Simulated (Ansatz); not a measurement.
**B on W(110): change of the work function**

How does B on the shortbridge site change the work function of W(110) as the layer fills?

Main program and level: Ansatz 0.2.0; plane-wave DFT, LDA, Ansatz PAW, in the first sound run; inputs show where later runs differ.

Most raw output is cut from this account.

**1. Starting point**

The cell holds 4 atoms: 4 W. Cell: a = 2.737 Å, b = 2.737 Å, c = 24.703 Å, α = 90.0°, β = 90.0°, γ = 70.5°. Vacuum lies along c.

**2. The clean slab**

The bare slab comes first, as the zero from which every change is counted. The two lowest layers are held at bulk places and the upper ones relax. The dipole correction removes the false field that a one-sided slab makes across the periodic vacuum, so each face gets a flat vacuum level of its own.

Contents of input.yaml:

```yaml
crystal:
  lattice:
    - [2.2344574285, -1.58, 0.0]
    - [2.2344574285, 1.58, 0.0]
    - [0.0, 0.0, 24.7033722856]
  atoms:
    - { symbol: W, position: [0.0, 0.0, 0.3643227287] }
    - { symbol: W, position: [0.5, 0.5, 0.4547742429] }
    - { symbol: W, position: [0.0, 0.0, 0.5452257571] }
    - { symbol: W, position: [0.5, 0.5, 0.6356772713] }
kpoints:
  mp_grid: { grid: [12, 12, 1] }
hamiltonian:
  xc: lda
scf:
  occupations: { method: fermi_dirac, width: 0.1 }
  convergence: { dr2_threshold: 1.0e-08 }
efield:
  axis: 3
  dipole_correction: true
  ramp_position: 0.97
  ramp_width: 0.06
relax:
  f_tol: 0.02
  max_steps: 60
  constraints: [{ sites: [0, 1] }]
output:
  write_potential: true
  write_density: true
  volumetric_format: npy
```

On the command line:

```console
> ansatz run input.yaml --threads 4 --pin off --max-ram 6144MiB --backend cpu --events-out ev --progress --plain --runs-dir out
```

It took 84 s on 4 threads of Arm Neoverse N1, shared host; peak memory 0.56 GiB; 4 min of CPU time.

Relaxation path:

```csv
step,energy less that of the first step (eV),largest force component (eV/Å)
1,0.0000,1.0008
2,-0.0058,1.3923
3,-0.0616,0.1803
4,-0.0601,0.1622
5,-0.0647,0.0070
```

Relaxation step 4 was tried and not accepted.

Forces are held to the 4 operations that the run works with; a distortion that breaks them can't arise in this run.

The atoms that moved most (Å):

```csv
atom,dx,dy,dz,length
W4,0.000,0.000,-0.144,0.144
W3,0.000,0.000,-0.032,0.032
```

The relaxed structure:

```xyz
4
Lattice="2.2345 -1.5800 0.0000 2.2345 1.5800 0.0000 0.0000 0.0000 24.7034" Properties=species:S:1:pos:R:3
W     0.0000    0.0000    9.0000
W     2.2345    0.0000   11.2345
W     0.0000    0.0000   13.4366
W     2.2345    0.0000   15.5592
```

Numbers from this step:

| Property | Result |
| --- | --- |
| energy at zero smearing | -40516.0976 eV |
| work function, upper face | 5.046 eV |
| work function, lower face | 5.184 eV |
| dipole along the normal | 0.005381 e·Å |
| step between the vacuum levels | -0.1379 eV |

Running mean over 2.234 Å of the planar mean; the ramp of the sawtooth is left out. Electron's electrostatic potential energy less the Fermi level against z:

```csv
z (Å),electron's electrostatic potential energy less the Fermi level (eV)
4,5.18
5,5.17
6,5.04
7,3.59
8,-5.51
9,-12.0
10,-12.3
11,-12.5
12,-12.9
13,-12.8
14,-13.3
15,-13.1
16,-10.7
17,-0.529
18,4.50
19,5.00
20,5.04
21,5.05
```

The relaxation took 5 steps and lowered the energy by 0.065 eV; the largest force on the free atoms ends at 0.0070 eV/Å.

The work function of the upper face is 5.05 eV.

**3. Adsorbate added, k-mesh 6×6×1, coverage 0.25 ML**

System of this step: BW16 (B/W(110)). The cell holds 17 atoms: 16 W and 1 B. Its edges and angles: a = 5.473 Å, b = 5.473 Å, c = 26.603 Å, α = 90.0°, β = 90.0°, γ = 70.5°. Vacuum lies along c.

The clean slab as it ended is repeated in the plane and the adsorbate is set on one face; the cell's size fixes the coverage, and the k-mesh shrinks with it to keep the sampling density about even. Adsorbate and upper layers relax, since the dipole depends on the height.

Contents of input.yaml:

```yaml
crystal:
  lattice:
    - [4.468914857, -3.16, 0.0]
    - [4.468914857, 3.16, 0.0]
    - [0.0, 0.0, 26.6034923763]
  atoms:
    - { symbol: W, position: [0.0, 0.0, 0.3383014483] }
    - { symbol: W, position: [0.25, 0.25, 0.4222925799] }
    - { symbol: W, position: [0.0, 0.0, 0.5050682759] }
    - { symbol: W, position: [0.25, 0.25, 0.584853993] }
    - { symbol: W, position: [0.0, 0.5, 0.3383014483] }
    - { symbol: W, position: [0.25, 0.75, 0.4222925799] }
    - { symbol: W, position: [0.0, 0.5, 0.5050682759] }
    - { symbol: W, position: [0.25, 0.75, 0.584853993] }
    - { symbol: W, position: [0.5, 0.0, 0.3383014483] }
    - { symbol: W, position: [0.75, 0.25, 0.4222925799] }
    - { symbol: W, position: [0.5, 0.0, 0.5050682759] }
    - { symbol: W, position: [0.75, 0.25, 0.584853993] }
    - { symbol: W, position: [0.5, 0.5, 0.3383014483] }
    - { symbol: W, position: [0.75, 0.75, 0.4222925799] }
    - { symbol: W, position: [0.5, 0.5, 0.5050682759] }
    - { symbol: W, position: [0.75, 0.75, 0.584853993] }
    - { symbol: B, position: [0.0, 0.25, 0.6616985517] }
kpoints:
  mp_grid: { grid: [6, 6, 1] }
hamiltonian:
  xc: lda
scf:
  occupations: { method: fermi_dirac, width: 0.1 }
  convergence: { dr2_threshold: 1.0e-08 }
efield:
  axis: 3
  dipole_correction: true
  ramp_position: 0.97
  ramp_width: 0.06
relax:
  f_tol: 0.02
  max_steps: 60
  constraints: [{ sites: [0, 1, 4, 5, 8, 9, 12, 13] }]
output:
  bader: true
  dos: { projected: true, e_range: [-8, 4] }
  write_potential: true
  write_density: true
  volumetric_format: npy
  elf: true
```

Wall time 17 min (4 threads); peak memory 3.2 GiB; 59 min of CPU time.

The steps of the relaxation:

```csv
step,energy less that of the first step (eV),largest force component (eV/Å)
1,0.0000,3.5843
2,-0.9386,2.8363
3,-1.3183,0.5323
4,-1.3700,0.4292
5,-1.4181,0.1103
6,-1.4212,0.0206
7,-1.4213,0.0060
```

Forces are held to the 2 operations that the run works with; a distortion that breaks them can't arise in this run.

The atoms that moved most (Å):

```csv
atom,dx,dy,dz,length
B17,0.000,0.000,-0.535,0.535
W12,-0.028,0.051,0.033,0.067
W4,0.028,-0.051,0.033,0.067
W8,-0.005,0.020,0.034,0.040
W16,0.005,-0.020,0.034,0.040
W15,-0.011,0.030,-0.013,0.034
W11,0.011,-0.030,-0.013,0.034
W3,0.010,-0.011,0.004,0.016
```

Final coordinates:

```xyz
17
Lattice="4.4689 -3.1600 0.0000 4.4689 3.1600 0.0000 0.0000 0.0000 26.6035" Properties=species:S:1:pos:R:3
W     0.0000    0.0000    9.0000
W     2.2345    0.0000   11.2345
W     0.0102   -0.0111   13.4405
W     2.2620   -0.0510   15.5919
W     2.2345    1.5800    9.0000
W     4.4689    1.5800   11.2345
W     2.2243    1.5911   13.4405
W     4.4641    1.6004   15.5927
W     2.2345   -1.5800    9.0000
W     4.4689   -1.5800   11.2345
W     2.2455   -1.6096   13.4232
W     4.4414   -1.5290   15.5919
W     4.4689    0.0000    9.0000
W     6.7034    0.0000   11.2345
W     4.4579    0.0296   13.4232
W     6.7082   -0.0204   15.5927
B     1.1172    0.7900   17.0685
```

Numbers from this step:

* energy at zero smearing: -162212.9442 eV
* work function, upper face: 5.584 eV
* work function, lower face: 5.140 eV
* dipole along the normal: -0.06937 e·Å
* step between the vacuum levels: 0.4444 eV

Running mean over 2.234 Å of the planar mean; the ramp of the sawtooth is left out. Electron's electrostatic potential energy less the Fermi level against z:

z (Å), electron's electrostatic potential energy less the Fermi level (eV) and a bar from the least value:
```
      3.5        5.1 #############################
      4.0        5.1 #############################
      4.5        5.1 #############################
      5.0        5.1 #############################
      5.5        5.1 #############################
      6.0        5.0 #############################
      6.5        4.7 #############################
      7.0        3.5 ###########################
      7.5        0.1 #####################
      8.0       -5.5 ############
      8.5      -10.2 #####
      9.0      -12.0 ##
      9.5      -12.2 #
     10.0      -12.3 #
     10.5      -12.4 #
     11.0      -12.5 #
     11.5      -12.7 #
     12.0      -12.9 
     12.5      -12.9 
     13.0      -12.7 #
     13.5      -12.6 #
     14.0      -12.9 
     14.5      -13.1 
     15.0      -12.8 #
     15.5      -12.3 #
     16.0      -11.3 ###
     16.5       -7.5 #########
     17.0       -1.8 ##################
     17.5        2.2 #########################
     18.0        4.0 ###########################
     18.5        5.0 #############################
     19.0        5.4 ##############################
     19.5        5.5 ##############################
     20.0        5.6 ##############################
     20.5        5.6 ##############################
     21.0        5.6 ##############################
     21.5        5.6 ##############################
     22.0        5.6 ##############################
     22.5        5.6 ##############################
     23.0        5.6 ##############################
```

The density of states has structure finer than the step of the table below, so its rows give means over 0.25 eV, whole bins alone (the curve runs from -8 to 1.98 eV). Peaks (eV: height): -3.130: 28.6, -3.070: 31.0, -2.830: 27.9, -2.620: 25.3, -2.200: 26.8, -2.080: 27.0, -1.470: 24.2.

Density of states against energy, zero at the Fermi level; means over each step:

```csv
energy (eV),density of states (states/eV a cell)
-7.75,1.97
-7.50,2.33
-7.25,2.89
-7.00,2.27
-6.75,2.61
-6.50,4.81
-6.25,2.83
-6.00,8.67
-5.75,8.84
-5.50,10.7
-5.25,10.7
-5.00,12.4
-4.75,15.1
-4.50,17.9
-4.25,11.9
-4.00,12.5
-3.75,10.2
-3.50,12.8
-3.25,22.1
-3.00,21.6
-2.75,21.6
-2.50,20.1
-2.25,21.3
-2.00,21.3
-1.75,20.1
-1.50,19.9
-1.25,15.9
-1.00,13.4
-0.75,14.5
-0.50,13.4
-0.25,10.9
0.00,10.9
0.25,11.8
0.50,12.7
0.75,14.3
1.00,16.5
1.25,17.0
1.50,20.1
1.75,18.9
```

Projected DOS per atom over height of the atomic layer and energy from the Fermi level. Layers: W4 W4 W4 W4 B from below.

Ten even steps from '_' (0.05 states/eV) to '@' (1.63 states/eV), each cell a mean:
```
**##****::
******++::
**====++::
**--::==::
++::::==--
++::::++**
**::::**++
@@====##--
@@++++%%::
####**%%::
%%######::
++@@@@++..
::--==--..
========..
++##**++..
::++++--__
::++++::__
..----....
__....__::
________::
________..
__________
```
Columns: height of the atomic layer (Å) from 9 to 17.1 (not evenly spaced); rows upwards: energy from the Fermi level (eV) from -7.96 to 1.95.

Valence density in the ca plane at fractional y = 0.245, with atoms of W and B within 0.2 Å of it. It is the smooth field of the valence electrons, not physical close to the nuclei.

Ten even steps from '0' (0.0 e/Å³) to '9' (4.9 e/Å³), each cell a mean:
```
00000000110000000000111111000000000000000000
00000013541000000012432111000000000000000000
00000027994100000027984100000000000000000000
00000039996100000039995100000000000000000000
00000027984100000028994000000000000000000000
00000012431000000013541000000000000000000000
00000000110000000001110000000000000000000000
00000000000000000000100000000000000000000000
00000001221000000002321000000000000000000000
00000015873000000026973000000000000000000000
00000039996100000039995100000000000000000000
00000038995100000038995100000000000000000000
00000015762000000014752110000000000000000000
00000001211000000001111111000000000000000000
00000000000000000000011100000000000000000000
```
Columns run along c (16.0 Å, from fractional 0.31 to 0.91 of the cell), rows up along a (5.5 Å). Atoms in or near the plane, at fractional coordinates: W at (0.42, 0.25), W at (0.59, 0.26), W at (0.42, 0.75), W at (0.59, 0.74), B at (0.64, 0.00).

Electrostatic potential energy in the ca plane at fractional y = 0.245, with atoms of W and B within 0.2 Å of it. With pseudopotentials it is smooth inside the atoms' cores, unlike the true potential.

Ten even steps from '0' (-58 eV) to '9' (10 eV), each cell a mean:
```
98889988778998888988887412799999999999999999
99889874336898889875446767899999999999999999
99999851003789999851014789999999999999999999
99999840002689999840002799999999999999999999
99999851003799999851003799999999999999999999
99889875346899889874336899999999999999999999
98889988778998889987778999999999999999999999
98889998888998889998888999999999999999999999
98889986567898889886557899999999999999999999
99899862114799889862014899999999999999999999
99999840002789999840002799999999999999999999
99999840002789999840003799999999999999999999
99999863125899899863225788999999999999999999
98889987667898889987677634899999999999999999
98889998888998889998887301699999999999999999
```
Columns run along c (16.0 Å, from fractional 0.31 to 0.91 of the cell; values clipped at the 3rd and 97th percentile), rows up along a (5.5 Å). Atoms in or near the plane, at fractional coordinates: W at (0.42, 0.25), W at (0.59, 0.26), W at (0.42, 0.75), W at (0.59, 0.74), B at (0.64, 0.00).

ELF in the ca plane at fractional y = 0.245, with atoms of W and B within 0.2 Å of it. It is the smooth field of the valence electrons, not physical close to the nuclei.

Values, 8 rows by 16 columns, each cell a mean:
```
0.42 0.37 0.34 0.39 0.39 0.34 0.37 0.39 0.57 0.69 0.55 0.09 0.00 0.00 0.00 0.00
0.41 0.38 0.47 0.49 0.36 0.37 0.40 0.51 0.55 0.80 0.44 0.06 0.00 0.00 0.00 0.00
0.42 0.38 0.43 0.53 0.36 0.38 0.39 0.56 0.30 0.28 0.13 0.01 0.00 0.00 0.00 0.00
0.44 0.38 0.34 0.35 0.42 0.36 0.37 0.37 0.33 0.12 0.02 0.00 0.00 0.00 0.00 0.00
0.41 0.37 0.34 0.39 0.38 0.34 0.35 0.45 0.26 0.13 0.03 0.00 0.00 0.00 0.00 0.00
0.41 0.38 0.47 0.49 0.36 0.38 0.42 0.47 0.39 0.45 0.22 0.02 0.00 0.00 0.00 0.00
0.43 0.38 0.43 0.53 0.36 0.37 0.37 0.57 0.60 0.86 0.50 0.07 0.00 0.00 0.00 0.00
0.44 0.38 0.34 0.35 0.42 0.36 0.39 0.35 0.49 0.54 0.55 0.10 0.00 0.00 0.00 0.00
```
Columns run along c (16.0 Å, from fractional 0.31 to 0.91 of the cell), rows up along a (5.5 Å). Atoms in or near the plane, at fractional coordinates: W at (0.42, 0.25), W at (0.59, 0.26), W at (0.42, 0.75), W at (0.59, 0.74), B at (0.64, 0.00).

The relaxation took 7 steps and lowered the energy by 1.4 eV; the largest force on the free atoms ends at 0.0060 eV/Å.

By hand: a sheet of dipoles makes a step −p/(ε₀A) in the electron's potential. With e/ε₀ = 180.95 V·Å, p = -0.06937 e·Å and A = 28.24 Å², that is −180.95 × (-0.06937) / 28.24 = +0.444 eV, and the two vacuum levels of the run differ by +0.444 eV.

The covered face has 5.58 eV, +0.54 eV against the clean one; the bare back face has moved by -0.04 eV, a measure of how thin the slab is.

**4. The covered slab, k-mesh 6×6×1, coverage 0.5 ML**

System of this step: BW8 (B/W(110)). The cell holds 18 atoms: 16 W and 2 B. Cell: a = 5.473 Å, b = 5.473 Å, c = 26.603 Å, α = 90.0°, β = 90.0°, γ = 70.5°. Vacuum lies along c.

Another coverage, to see how the dipoles act on each other as their distance changes.

input.yaml, as its differences from that of step 3:

```diff
@@ -23,2 +23,3 @@
     - { symbol: B, position: [0.0, 0.25, 0.6616985517] }
+    - { symbol: B, position: [0.5, 0.75, 0.6616985517] }
 kpoints:
@@ -45,2 +46 @@
   volumetric_format: npy
-  elf: true
```

It took 14 min on 4 threads; peak memory 3.3 GiB.

Step by step:

```csv
step,energy less that of the first step (eV),largest force component (eV/Å)
1,0.0000,3.0242
2,-1.6515,2.2259
3,-2.2092,0.5992
4,-2.2997,0.3011
5,-2.3326,0.0318
6,-2.3329,0.0114
```

The run keeps the 4 symmetry operations that it works with, so distortions that break them were not tested.

The atoms that moved most (Å):

```csv
atom,dx,dy,dz,length
B18,0.000,0.000,-0.488,0.488
B17,0.000,0.000,-0.488,0.488
W8,-0.025,0.064,0.070,0.098
W4,0.025,-0.064,0.070,0.098
W12,-0.025,0.064,0.070,0.098
W16,0.025,-0.064,0.070,0.098
W11,-0.001,-0.020,-0.010,0.023
W15,0.001,0.020,-0.010,0.023
```

Final coordinates:

```xyz
18
Lattice="4.4689 -3.1600 0.0000 4.4689 3.1600 0.0000 0.0000 0.0000 26.6035" Properties=species:S:1:pos:R:3
W     0.0000    0.0000    9.0000
W     2.2345    0.0000   11.2345
W     0.0013    0.0204   13.4270
W     2.2593   -0.0640   15.6296
W     2.2345    1.5800    9.0000
W     4.4689    1.5800   11.2345
W     2.2331    1.5596   13.4270
W     4.4441    1.6440   15.6296
W     2.2345   -1.5800    9.0000
W     4.4689   -1.5800   11.2345
W     2.2331   -1.6004   13.4270
W     4.4441   -1.5160   15.6296
W     4.4689    0.0000    9.0000
W     6.7034    0.0000   11.2345
W     4.4703    0.0204   13.4270
W     6.7282   -0.0640   15.6296
B     1.1172    0.7900   17.1155
B     5.5861    0.7900   17.1155
```

This step gave:

```
energy at zero smearing        : -162360.9817 eV
work function, upper face      : 5.625 eV
work function, lower face      : 5.132 eV
dipole along the normal        : -0.07694 e·Å
step between the vacuum levels : 0.4929 eV
```

The density of states has structure finer than the step of the table below, so its rows give means over 0.25 eV, whole bins alone (the curve runs from -8 to 1.8 eV). Peaks (eV: height): -3.310: 34.4, -3.100: 25.2, -3.010: 26.0, -2.920: 28.7, -2.800: 46.0, -2.290: 27.2, -1.980: 27.8.

The density of states by energy, zero at the Fermi level; means over each step:

```csv
energy (eV),density of states (states/eV a cell)
-7.75,2.40
-7.50,2.93
-7.25,2.36
-7.00,3.80
-6.75,4.77
-6.50,4.54
-6.25,4.22
-6.00,6.26
-5.75,10.5
-5.50,10.6
-5.25,10.2
-5.00,11.1
-4.75,15.0
-4.50,19.3
-4.25,12.8
-4.00,11.0
-3.75,11.1
-3.50,15.9
-3.25,22.1
-3.00,22.6
-2.75,24.2
-2.50,18.5
-2.25,22.4
-2.00,22.1
-1.75,19.3
-1.50,20.4
-1.25,16.8
-1.00,15.8
-0.75,12.8
-0.50,13.0
-0.25,10.3
0.00,12.1
0.25,13.9
0.50,12.7
0.75,14.1
1.00,16.5
1.25,16.2
1.50,18.3
```

Projected DOS per atom over height of the atomic layer and energy from the Fermi level. Layers: W4 W4 W4 W4 B2 from below.

Ten even steps from '0' (0.06 states/eV) to '9' (1.80 states/eV), each cell a mean:
```
56541
64441
53332
52233
41233
62243
62354
94452
75662
66561
78761
47752
23441
34441
46541
25410
24410
12200
01112
00012
00001
00000
```
Columns: height of the atomic layer (Å) from 9 to 17.1 (not evenly spaced); rows upwards: energy from the Fermi level (eV) from -7.96 to 1.75.

The relaxation took 6 steps and lowered the energy by 2.3 eV; the largest force on the free atoms ends at 0.011 eV/Å.

The covered face has 5.62 eV, +0.58 eV against the clean one; the bare back face has moved by -0.05 eV, a measure of how thin the slab is.

(Continued in part 2 of 2.)

[Logs are printed without paths, hosts, clocks, repeated set-up lines and the standing remarks that a program may print on its own settings, such as how far it seeks lower states.]

[Hosts, paths, dates, database ids (printed as entryN), source tags and the programs' standing remarks are cut or masked in the printed files.]

[Maps of the electrostatic potential energy from Ansatz leave out the sawtooth potential of an applied field or a dipole correction, so their vacuum need not be flat; planar profiles and work functions include it.]

[The density of states shown here was stored with 400 of the rows of the run's finer table, so its peaks can read low, often by over a quarter, or be missed, and its means over a window can be off by a tenth or more.]
